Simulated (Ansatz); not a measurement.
# Compressing and expanding glassy Ca3Al2Si3O12 (160 atoms), part 2 of 3

Aim: relax glassy Ca3Al2Si3O12 (160 atoms), then change its volume to read the bulk modulus from the stress.

Ansatz 0.2.0; Kohn-Sham DFT, PBE, PAW (set soft_2), plane waves.

The cell: 16 Al, 24 Ca, 96 O and 24 Si. The quench rate of 20 K/ps far exceeds what a furnace or splat quench reaches. The network of bonds at the start is that of the classical potential that made the cell. Only the Γ point is sampled.

So far. Step 2 (Single point at the start): The r.m.s. force at the start is 1.3 eV/Å. Step 3 (Cell and atoms relaxed): The relaxation converged after 12 steps, with a largest force component of 0.029 eV/Å.

**4. Single point at the relaxed geometry**

The electronic structure is read at the final geometry, in a run of its own.

The input, input.yaml:

```yaml
crystal:
  lattice:
    - [12.93268, 0.12099, -0.0154]
    - [0.12099, 12.86023, -0.07487]
    - [-0.0154, -0.07487, 12.76396]
  atoms:
    - { symbol: Al, position: [0.41468, 0.00515, 0.19792] }
    - { symbol: Al, position: [0.0366, 0.67448, 0.50937] }
    - { symbol: Al, position: [0.34721, 0.5748, 0.15518] }
    - { symbol: Al, position: [0.70849, 0.47269, 0.3481] }
    - { symbol: Al, position: [0.54764, 0.43205, 0.52212] }
    - { symbol: Al, position: [0.97212, 0.87649, 0.73747] }
    [... 148 atom lines left out ...]
    - { symbol: Si, position: [0.80452, 0.97269, 0.04592] }
    - { symbol: Si, position: [0.39668, 0.84684, 0.54407] }
    - { symbol: Si, position: [0.57643, 0.16571, 0.24712] }
    - { symbol: Si, position: [0.58448, 0.2736, 0.02847] }
    - { symbol: Si, position: [0.88261, 0.32371, 0.82222] }
    - { symbol: Si, position: [0.88079, 0.07682, 0.8468] }
kpoints:
  mp_grid: { grid: [1, 1, 1] }
hamiltonian:
  xc: pbe
scf:
  occupations: { method: gaussian, width: 0.05 }
output:
  forces: true
  stress: true
  populations: true
  dos:
    method: { smearing: { sigma: 0.1 } }
    de: 0.1
    projected: { site_lists: { Al: [Al], Ca: [Ca], O: [O], Si: [Si] } }
  eigenvalues: true
  write_density: true
  write_potential: true
  volumetric_format: npy
```

Run with:

```bash
ansatz run input.yaml --threads 4 --pin off --max-ram 8192MiB --backend cpu --events-out ev --progress --plain --runs-dir out
```

Numbers of over 12 decimals in the logs are rounded to 6 here.

Output:

```text
[...]
Crystal: 160 atoms, lattice volume = 2122.604 Å³
Basis set: ecut = 420 eV, 41523 PW (Γ), exchange–correlation on 180×180×180 points (8 copies of the dense FFT grid, shifted against one another)
Bands: 640, of which v1, the nominal top of the filled ones, is band 480 counted from 1 (479 counted from 0)
Symmetry: 1 space group operations
[...]
k-points: 1
[...]
SCF iter   1: F=—  HF=-122161.481209 eV  |F-HF|=—  |Δ(HF+E_count)|=         —  Δρ=1.95e-3  dr2=9.87e-2  ethr=1.77e-3  ⟨swp⟩=6.0  Hψ=2760  notcnv=0  defer=136
[...]
SCF iter   9: F=-122161.500563 eV  HF=-122161.500563 eV  |F-HF|=4.21e-8  |Δ(HF+E_count)|=   3.72e-7  Δρ=1.53e-6  dr2=5.91e-8  ethr=1.04e-11  ⟨swp⟩=20.0  Hψ=5752  notcnv=0
SCF 1 converged in 9 iterations: F = -122161.500563 eV  dr2 = 5.91e-8
[...]
SCF converged after 9 iterations
Free energy (F): -122161.500563 eV
[...]
Internal energy: -122161.500563 eV  (E = F + TS)
E sigma→0 (E₀):  -122161.500563 eV
Fermi energy:    6.880768 eV
[...]
--- Forces (eV/Å), atoms counted from 1 ---
  atom   1  Al     0.00474727     0.00364757     0.00472999
  atom   2  Al    -0.00289730    -0.00181358     0.00101080
  atom   3  Al    -0.01975425     0.00192413    -0.00684612
  atom   4  Al    -0.00007142    -0.00124905     0.00302170
  atom   5  Al     0.00521940     0.00759401     0.00242197
  atom   6  Al    -0.01183902     0.00122322    -0.00277022
  atom   7  Al     0.00695490     0.00136290    -0.00162622
  atom   8  Al     0.00280679     0.00328349     0.00822183
  atom   9  Al    -0.00268159     0.00461660     0.00497906
  atom  10  Al     0.00435192    -0.00176684    -0.01140916
  atom  11  Al     0.00191892    -0.00005320     0.00230755
  atom  12  Al     0.00654668     0.00466721    -0.00438813
  atom  13  Al    -0.00408889     0.00124848    -0.00895607
  atom  14  Al    -0.00554866     0.00263469    -0.00722183
[...]
atom 159  Si    -0.01361091    -0.00059797    -0.01022596
  atom 160  Si     0.00273558     0.00156372    -0.01250614
  max |Σ_I F_I| component: 9.62e-5 eV/Å
--- Stress (GPa, compression-positive) ---
        0.000231       0.014101      -0.000035
        0.014098       0.001379       0.001475
       -0.000033       0.001473      -0.011968
  P = ⅓ Tr σ = -0.0035 GPa (-0.035 kbar)
--- Band table (eV) ---
[...]
--- Löwdin populations: 160 sites ---
  site symbol       q [e]
     0     Al      1.7843
     1     Al      1.7277
     2     Al      1.7753
[...]
159     Si      2.3544
  spilling = 0.013311 (of n_electrons = 960.000000)
```

The job ended after 81 s (4 threads of Arm Neoverse V1, shared host; peak memory 3.5 GiB; 5.3 min of CPU time).

Numbers from this run:

- free energy: -122161.5006 eV
- free energy per atom: -763.5094 eV/atom
- SCF cycles: 9
- pressure: -0.003453 GPa
- r.m.s. force component: 0.00726 eV/Å
- longest force: 0.0373 eV/Å
- Fermi energy: 6.881 eV
- gap (highest filled to lowest empty level): 3.717 eV
- spilling of the projection: 0.01331

Löwdin charges by element and coordination (they lack the spilled electrons, 0.080 e an atom on average):

| element | coordination | atoms | mean charge (e) | spread | least | most |
| --- | --- | --- | --- | --- | --- | --- |
| Al | all | 16 | 1.24 | 0.0427 | 1.15 | 1.33 |
| Al | 4 | 13 | 1.24 | 0.0434 | 1.15 | 1.33 |
| Al | 5 | 3 | 1.22 | 0.0327 | 1.17 | 1.25 |
| Ca | all | 24 | 1.78 | 0.0195 | 1.74 | 1.82 |
| Ca | 5 | 10 | 1.77 | 0.022 | 1.74 | 1.82 |
| Ca | 6 | 7 | 1.79 | 0.0174 | 1.76 | 1.81 |
| Ca | 7 | 4 | 1.77 | 0.0059 | 1.76 | 1.78 |
| Ca | 8 | 3 | 1.76 | 0.0117 | 1.75 | 1.78 |
| O | all | 96 | -0.926 | 0.0935 | -1.13 | -0.772 |
| O | 2 | 12 | -0.799 | 0.0206 | -0.847 | -0.772 |
| O | 3 | 54 | -0.920 | 0.07 | -1.06 | -0.790 |
| O | 4 | 29 | -0.990 | 0.0932 | -1.13 | -0.853 |
| O | 5 | 1 | -0.925 | 0 | -0.925 | -0.925 |
| Si | all | 24 | 1.64 | 0.0468 | 1.55 | 1.72 |

Density of states as counts of states in windows of 1 eV (from the Fermi level), total and the larger projections:

| from (eV) | to (eV) | total | O p | Si p | O s |
| --- | --- | --- | --- | --- | --- |
| -18 | -17 | 18.1 | 0.2 | 0.6 | 14.3 |
| -17 | -16 | 2.6 | 0.0 | 0.0 | 2.2 |
| -16 | -12 | 0.0 | 0.0 | 0.0 | 0.0 |
| -12 | -11 | 0.3 | 0.2 | 0.0 | 0.0 |
| -11 | -10 | 11.8 | 7.8 | 0.7 | 0.7 |
| -10 | -9 | 15.4 | 10.5 | 1.1 | 0.9 |
| -9 | -8 | 22.8 | 16.4 | 1.8 | 1.0 |
| -8 | -7 | 41.4 | 31.3 | 4.4 | 1.3 |
| -7 | -6 | 62.4 | 48.7 | 5.7 | 2.5 |
| -6 | -5 | 87.5 | 73.5 | 4.4 | 2.6 |
| -5 | -4 | 113.6 | 102.8 | 2.3 | 1.6 |
| -4 | -3 | 127.1 | 119.3 | 1.4 | 0.8 |
| -3 | -2 | 88.6 | 84.3 | 0.6 | 0.3 |
| -2 | -1 | 5.2 | 4.9 | 0.0 | 0.0 |
| -1 | 1 | 0.0 | 0.0 | 0.0 | 0.0 |
| 1 | 2 | 1.9 | 0.0 | 0.0 | 0.5 |
| 2 | 3 | 2.2 | 0.2 | 0.1 | 0.2 |
| 3 | 4 | 42.2 | 2.7 | 2.3 | 2.8 |
| 4 | 5 | 99.0 | 5.1 | 6.4 | 4.1 |

Between -26 and -18 eV lie 315 more states.

The stored curve holds about 912 of the 960 electrons; the rest, give or take the few that broadening carries across the Fermi level, lie in deeper levels below its range.

The levels nearest the highest filled one (over half full), pooled over k-points and spins:

| level less the highest filled one (eV) | occupation |
| --- | --- |
| -0.347 | 2 |
| -0.298 | 2 |
| -0.277 | 2 |
| -0.164 | 2 |
| -0.0379 | 2 |
| 0 | 2 |
| 3.72 | 0 |
| 4.66 | 0 |
| 4.96 | 0 |
| 5.09 | 0 |
| 5.10 | 0 |
| 5.14 | 0 |

Electrostatic potential energy in the bc plane at fractional x = 0.409, with atoms of Al and Ca and O and Si within 0.2 Å of it. With pseudopotentials it is smooth inside the atoms' cores, unlike the true potential.

Ten even steps from '0' (-39 eV) to '9' (11 eV), each cell a mean:
```
998731147899974000378999999988999999
998510026899987424789999999411699999
998742358999999878999999999411699999
988888889999999988999999999988999999
311699999999888899999999999999999999
301699999997522478999999999999999998
888999999986100158999999999999999988
999999999987310368999999999999999999
999999999998766789999999999998877999
999999999999999999999999999975336899
999999999999999999999999999850002799
999999988899999998889999995442004557
899997677789999987437999972147675102
999997677789999998768999997689998536
999999988899999999999999999999999999
999999999999999999999999999999999999
999999999988999999999999999999978999
668999998888899999999995237888301586
766899999888999756998872005777411566
766899999999999878876677568888988866
668999999999999999876678999999999976
237999999999999999886789999999999996
005999999999998767730179999999999993
568887788999985101430279999999999998
```
Columns run along b (12.9 Å; values clipped at the 3rd and 97th percentile), rows up along c (12.8 Å). Atoms in or near the plane, at fractional coordinates: Al at (0.01, 0.20), Ca at (0.38, 0.71), O at (0.79, 0.91), O at (0.88, 0.24), O at (0.02, 0.06), O at (0.04, 0.78), O at (0.95, 0.47), O at (0.57, 0.04), O at (0.68, 0.23), Si at (0.45, 0.98), Si at (0.85, 0.54).

Valence density in the bc plane at fractional x = 0.409, with atoms of Al and Ca and O and Si within 0.2 Å of it. It is the smooth field of the valence electrons, not physical close to the nuclei.

Values in e/Å³, 13 rows by 16 columns, each cell a mean:
```
0.1 0.7 3.9 1.3 0.0 0.1 0.2 0.3 0.4 0.3 0.1 0.2 2.1 1.2 0.1 0.1
0.2 0.4 1.5 0.5 0.0 0.0 0.3 0.8 0.2 0.0 0.0 0.3 2.8 1.6 0.1 0.1
3.9 1.9 0.1 0.0 0.1 0.2 0.5 0.3 0.1 0.0 0.0 0.0 0.1 0.1 0.0 0.4
1.2 0.6 0.0 0.0 0.1 2.1 4.2 0.5 0.0 0.0 0.0 0.0 0.0 0.1 0.2 0.3
0.0 0.0 0.0 0.0 0.0 0.5 1.0 0.1 0.0 0.0 0.0 0.0 0.1 0.4 0.7 0.1
0.0 0.0 0.0 0.1 0.2 0.3 0.1 0.1 0.1 0.0 0.0 0.1 0.3 0.3 0.4 0.2
0.3 0.1 0.6 0.4 0.2 0.2 0.1 0.4 1.4 0.3 0.1 1.7 2.4 0.4 1.5 3.3
0.2 0.1 0.8 0.5 0.1 0.0 0.1 0.3 0.8 0.2 0.1 0.6 0.7 0.1 0.7 1.6
0.0 0.0 0.1 0.1 0.1 0.0 0.0 0.1 0.0 0.0 0.1 0.1 0.1 0.2 0.2 0.1
0.1 0.1 0.0 0.0 0.1 0.1 0.3 0.7 0.2 0.2 2.5 2.3 0.3 2.3 3.5 0.3
0.1 0.1 0.0 0.0 0.0 0.0 0.4 1.2 0.3 0.2 1.7 1.5 0.2 0.8 1.2 0.2
2.4 0.4 0.0 0.0 0.0 0.0 0.1 0.2 0.5 0.7 0.2 0.1 0.0 0.0 0.1 0.7
3.6 0.5 0.2 0.1 0.0 0.1 0.2 0.3 2.3 3.8 0.3 0.0 0.1 0.0 0.1 1.0
```
Columns run along b (12.9 Å), rows up along c (12.8 Å). Atoms in or near the plane, at fractional coordinates: Al at (0.01, 0.20), Ca at (0.38, 0.71), O at (0.79, 0.91), O at (0.88, 0.24), O at (0.02, 0.06), O at (0.04, 0.78), O at (0.95, 0.47), O at (0.57, 0.04), O at (0.68, 0.23), Si at (0.45, 0.98), Si at (0.85, 0.54).

The highest filled and lowest empty levels differ by 3.72 eV (at Γ alone); a semilocal functional tends to put such gaps too low. In a disordered cell it changes from sample to sample, and tail or defect levels can set it. Mean Löwdin charges: Al +1.24, Ca +1.78, O -0.93, Si +1.64 e (they miss 1.3 % of the electrons, so they add up to more than the cell's charge).

**5. Volume -3 %**

The relaxed cell is scaled evenly and the atoms are relaxed again; the stress at the end gives one point of P(V).

input.yaml, the sections that differ from step 4:

```yaml
crystal:
  lattice:
    - [12.80204, 0.11977, -0.01524]
    - [0.11977, 12.73032, -0.07411]
    - [-0.01524, -0.07411, 12.63502]
  atoms:
    [... the 160 atom lines of step 4 ...]
output:
  forces: true
  eigenvalues: true
  stress: true
relax:
  f_tol: 0.05
  max_steps: 70
# kpoints, hamiltonian, scf: as in step 4
```

Output:

```text
Warning: output.stress: scf.convergence.dr2_threshold = 1e-7 eV (the SCF's general default) is looser than the 1.08e-8 eV advised for a printed stress (1e-10 eV for each atom of the cell: 160, of which 108 are counted). What an SCF threshold leaves in a stress goes as its square root, and in the free energy as the threshold itself, and one threshold admits the most on a small cell: [...]
[...]
Crystal: 160 atoms, lattice volume = 2058.926 Å³
Basis set: ecut = 420 eV, 40239 PW (Γ), exchange–correlation on 180×180×180 points (8 copies of the dense FFT grid, shifted against one another)
Bands: 640, of which v1, the nominal top of the filled ones, is band 480 counted from 1 (479 counted from 0)
Symmetry: 1 space group operations
[...]
k-points: 1
[...]
SCF iter   1: F=—  HF=-122160.569603 eV  |F-HF|=—  |Δ(HF+E_count)|=         —  Δρ=2.06e-3  dr2=1.04e-1  ethr=1.77e-3  ⟨swp⟩=6.0  Hψ=2764  notcnv=0  defer=136
[...]
SCF iter   5: F=—  HF=-122160.588709 eV  |F-HF|=—  |Δ(HF+E_count)|=   1.07e-4  Δρ=8.33e-5  dr2=1.38e-4  ethr=5.49e-8  ⟨swp⟩=2.0  Hψ=931  notcnv=0  defer=151
SCF iter   6: F=-122160.588726 eV  HF=-122160.588729 eV  |F-HF|=2.96e-6  |Δ(HF+E_count)|=   2.08e-5  Δρ=3.78e-5  dr2=2.67e-5  ethr=6.51e-9  ⟨swp⟩=15.0  Hψ=3939  notcnv=0
SCF 1 converged in 6 iterations: F = -122160.588726 eV  dr2 = 2.67e-5
[...]
relax step   1: F+E_penalty+E_count = -122160.58872646 eV  Δ(F+E_penalty+E_count) = +0.000e0 eV  max|allowed force component| = 5.417e-1 eV/Å  Δτ_max = 0.0000 Å  (6 SCF iters, dr2 threshold 6.25e-5 eV, accepted)
[...]
relax step   2: F+E_penalty+E_count = -122160.87106900 eV  Δ(F+E_penalty+E_count) = -2.823e-1 eV  max|allowed force component| = 2.966e-1 eV/Å  Δτ_max = 0.0358 Å  (6 SCF iters, dr2 threshold 1.83e-5 eV, accepted)
[...]
relax step   3: F+E_penalty+E_count = -122161.01024762 eV  Δ(F+E_penalty+E_count) = -1.392e-1 eV  max|allowed force component| = 1.373e-1 eV/Å  Δτ_max = 0.0509 Å  (7 SCF iters, dr2 threshold 5.50e-6 eV, accepted)
relax step   4: F+E_penalty+E_count = -122160.78329925 eV  Δ(F+E_penalty+E_count) = +2.269e-1 eV  max|allowed force component| = 6.104e-1 eV/Å  Δτ_max = 0.2000 Å  (9 SCF iters, dr2 threshold 4.04e-6 eV, rejected (line search))
relax step   5: F+E_penalty+E_count = -122161.04687245 eV  Δ(F+E_penalty+E_count) = -3.662e-2 eV  max|allowed force component| = 1.436e-1 eV/Å  Δτ_max = 0.0675 Å  (10 SCF iters, accepted)
relax step   6: F+E_penalty+E_count = -122161.03474987 eV  Δ(F+E_penalty+E_count) = +1.212e-2 eV  max|allowed force component| = 1.500e-1 eV/Å  Δτ_max = 0.1000 Å  (7 SCF iters, dr2 threshold 4.42e-6 eV, rejected (line search))
[...]
relax step   7: F+E_penalty+E_count = -122161.06437556 eV  Δ(F+E_penalty+E_count) = -1.750e-2 eV  max|allowed force component| = 3.300e-2 eV/Å  Δτ_max = 0.0333 Å  (9 SCF iters, accepted)
SCF converged after 9 iterations
Free energy (F): -122161.064376 eV
[...]
Internal energy: -122161.064376 eV  (E = F + TS)
E sigma→0 (E₀):  -122161.064376 eV
Fermi energy:    7.265657 eV
[...]
Σ components = -122161.064376   (vs F -122161.064376, Δ=0.00e0)
--- Forces (eV/Å), atoms counted from 1 ---
  atom   1  Al    -0.01075850    -0.00123419    -0.00773804
  atom   2  Al     0.00170842    -0.00020534    -0.01153373
  atom   3  Al    -0.01670049    -0.00389124    -0.00664448
  atom   4  Al     0.00816437    -0.01026810     0.00468866
[...]
atom 160  Si    -0.00141994     0.00078302    -0.00736446
  max |Σ_I F_I| component: 1.02e-4 eV/Å
--- Stress (GPa, compression-positive) ---
        2.346086       0.009890      -0.111001
        0.009888       2.076999       0.122509
       -0.110999       0.122507       2.272353
  P = ⅓ Tr σ = 2.2318 GPa (22.318 kbar)
--- Band table (eV) ---
[...]
--- Relaxed structure (7 steps of the walk, 5 accepted, 0 SCFs on fresh bases) ---
  F+E_penalty+E_count = -122161.06437556 eV   max|allowed force component| = 3.300e-2 eV/Å
  atoms:
    - { symbol: Al, position: [0.415311, 0.00491626, 0.199315] }
    - { symbol: Al, position: [0.037339, 0.676244, 0.506720] }
    - { symbol: Al, position: [0.346927, 0.574727, 0.160205] }
    - { symbol: Al, position: [0.711513, 0.469123, 0.348802] }
[...]
- { symbol: Si, position: [0.880698, 0.076842, 0.843095] }
```

Elapsed: 6.8 min, on 4 threads; peak memory 3.4 GiB.

The program notes that the SCF threshold is loose for the stress.

The relaxation converged after 7 steps, 0.476 eV below its start, with a largest force component of 0.033 eV/Å.

Volume -3 %: the energy stands 0.436 eV above that of the reference, at a pressure of 2.23 GPa.

**6. Volume +3 %**

The relaxed cell is scaled to another volume.

Input and log are left out; they have the form of those shown for this kind of step.

Elapsed: 10 min, on 4 threads of Arm Neoverse V1, shared host; peak memory 3.6 GiB; 39 min of CPU time.

The relaxation converged after 10 steps, 0.445 eV below its start, with a largest force component of 0.023 eV/Å.

Volume +3 %: the energy stands 0.372 eV above that of the reference, at a pressure of -1.80 GPa.

**7. Volume -6 %**

The relaxed cell is scaled to another volume.

Input and log are left out; they have the form of those shown for this kind of step.

Wall time 8.7 min (4 threads of Arm Neoverse V1, shared host); peak memory 3.4 GiB; 34 min of CPU time.

The relaxation converged after 9 steps, 2.03 eV below its start, with a largest force component of 0.044 eV/Å.

Volume -6 %: the energy stands 1.80 eV above that of the reference, at a pressure of 4.69 GPa.

[end of part 2 of 3]

[Logs are printed without paths, hosts, clocks, repeated set-up lines and the standing remarks that a program may print on its own settings, such as how far it seeks lower states.]

[Hosts, paths, dates, database ids (printed as entryN), source tags and the programs' standing remarks are cut or masked in the printed files.]
